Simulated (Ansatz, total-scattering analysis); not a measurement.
## Total scattering from La4Ti9O24 at 2000 K

The model: ab initio molecular dynamics with Ansatz (PBE, plane waves, PAW set soft_1, Langevin thermostat, no spin, fixed volume). The average runs over 2.81 ps of 111 atoms, so shells between rare elements are rough. Mean temperature 2059 K, largest m.s.d. 5.05 Å², energy drift -31 meV an atom (last third less first, no steady trend), Langevin friction 2 ps⁻¹; the first quarter of the run is discarded. Preparation: a classical melt of Nd4Ti9O24 with the elements renamed and the cell rescaled, then 1.7 ps at 2800 K with a cheaper basis and a friction of 10 ps⁻¹ (mean temperature of the first stage 2854 K), too short to forget the start in full. The density is set to 4.600 g/cm³. Composition: La 10.8, Ti 24.3, O 64.9 atom %. Production: 125 frames 0.0225 ps apart at 2000 K, fixed volume (mean pressure 5.8 GPa).

The totals are in Faber–Ziman form. Below 4 Å⁻¹ the partials are summed on the cell's own reciprocal vectors (from 0.55 Å⁻¹) and folded with a Gaussian of σ = 0.12 Å⁻¹; above it they are transforms of g(r) out to 7.7 Å, tapered over the last 40 %. The fold lowers sharp peaks, and with so few vectors their positions are good to about 0.1 Å⁻¹. X-rays take neutral-atom form factors, neutrons coherent lengths (La 8.24, Ti -3.37, O 5.8037 fm). G(r) = 4πrρ₀[g(r) − 1] carries the resolution of a Lorch-windowed transform up to 20 Å⁻¹. The patterns are simulated, not measured. The cell is small: beyond half the box only the part of each shell inside it is counted, and low-Q values rest on few vectors.

Q: What peaks of S(Q) and neighbour shells come out?

Density 4.600 g/cm³, ρ₀ = 0.0748 Å⁻³. Mean square displacements over the run: La 1.41, Ti 1.94, O 5.05 Å²; the sample is a liquid.

Maxima of S(Q), Q in Å⁻¹ (height): X-ray: 2.05 (1.91), 3.50 (1.24); neutron: 2.66 (3.41), 5.27 (1.41), 9.15 (1.05).

```csv
Q (Å⁻¹),X-ray,neutron
0.60,-0.72,-0.98
0.90,-0.63,-0.89
1.20,-0.40,-0.63
1.50,-0.03,-0.72
1.80,0.92,-0.65
2.10,1.83,-0.16
2.40,0.70,1.95
2.70,0.60,3.36
3.00,0.84,2.09
3.30,1.16,1.03
3.60,1.23,0.44
3.90,1.21,0.28
4.20,1.06,0.34
4.50,0.90,0.60
4.80,0.87,1.05
5.10,0.98,1.37
5.40,1.03,1.39
5.70,1.02,1.22
6.00,1.01,1.07
6.30,0.99,0.99
6.60,0.97,0.93
6.90,0.98,0.89
7.20,1.00,0.89
7.50,1.02,0.91
7.80,1.03,0.97
8.10,1.03,1.02
8.40,1.00,1.03
8.70,0.98,1.03
9.00,0.99,1.04
9.30,0.99,1.04
9.60,0.98,1.03
9.90,0.99,1.00
10.20,1.00,0.99
10.50,1.00,0.98
10.80,1.01,0.97
11.10,1.01,0.97
11.40,1.01,0.98
11.70,1.01,1.00
12.00,1.00,1.01
12.30,0.99,1.01
12.60,0.99,1.02
12.90,0.99,1.02
13.20,1.00,1.01
13.50,1.00,1.01
13.80,1.00,1.00
```

Maxima of G(r), r in Å (Å⁻²): X-ray: 1.89 (-0.34), 2.38 (-0.29), 3.84 (1.28), 6.57 (0.94); neutron: 2.70 (4.28), 5.18 (1.53).

| pair | first peak (Å) | g there | first minimum (Å) | g there | neighbours | X-ray weight (f = Z) | neutron weight |
| --- | --- | --- | --- | --- | --- | --- | --- |
| Ti–O | 1.86 | 5.3 | 2.74 | 0.27 | 5.4 O per Ti, 2.0 Ti per O | 0.20 | -0.42 |
| La–O | 2.46 | 2.8 | 3.58 | 0.59 | 9.3 O per La, 1.6 La per O | 0.23 | 0.46 |
| O–O | 2.77 | 2.1 | 4.24 | 0.75 | 14.3 | 0.10 | 0.96 |
| Ti–Ti | 3.35 | 2.2 | 4.44 | 0.56 | 5.9 | 0.10 | 0.05 |
| La–Ti | 3.61 | 2.8 | 4.96 | 0.48 | 10.2 Ti per La, 4.5 La per Ti | 0.24 | -0.10 |
| La–La | 3.94 | 2.1 | 5.44 | 0.56 | 4.4 | 0.14 | 0.05 |

Bonded neighbours (only these pairs count: cutoffs La–O 3.58 Å, Ti–O 2.74 Å): La: 7 2.8 %, 8 21 %, 9 34 %, 10 24 %, 11 15 %, 12 3.3 %, 13 0.6 %; Ti: 4 6.4 %, 5 47 %, 6 41 %, 7 5.2 %; O: 2 3.1 %, 3 41 %, 4 48 %, 5 7.3 %. For La–O and Ti–O g doesn't fall to zero at the cutoff, so those shares hang on where it is put. O–La–O peak at 62°, O–Ti–O peak at 92° and La–O–La peak at 104°. These counts come from 15 frames.

Anions around each cation, with the position of the first peak: La 9.3 (La–O 2.46 Å, to 3.58 Å, a soft count) and Ti 5.4 (Ti–O 1.86 Å, to 2.74 Å). The weights that differ most between the probes (X-ray, neutron): O–O 0.10 and 0.96, Ti–O 0.20 and -0.42 and La–Ti 0.24 and -0.10. At 2.66 Å⁻¹ neutrons show a peak (3.41) where X-rays give 0.55: term by term, w(S − 1) with f = Z as a rough X-ray weight: O–O +1.20 against +0.12, Ti–O +0.70 against -0.33 and La–Ti +0.11 against -0.25 (neutron against X-ray).

[Logs are printed without paths, hosts, clocks, repeated set-up lines and the standing remarks that a program may print on its own settings, such as how far it seeks lower states.]
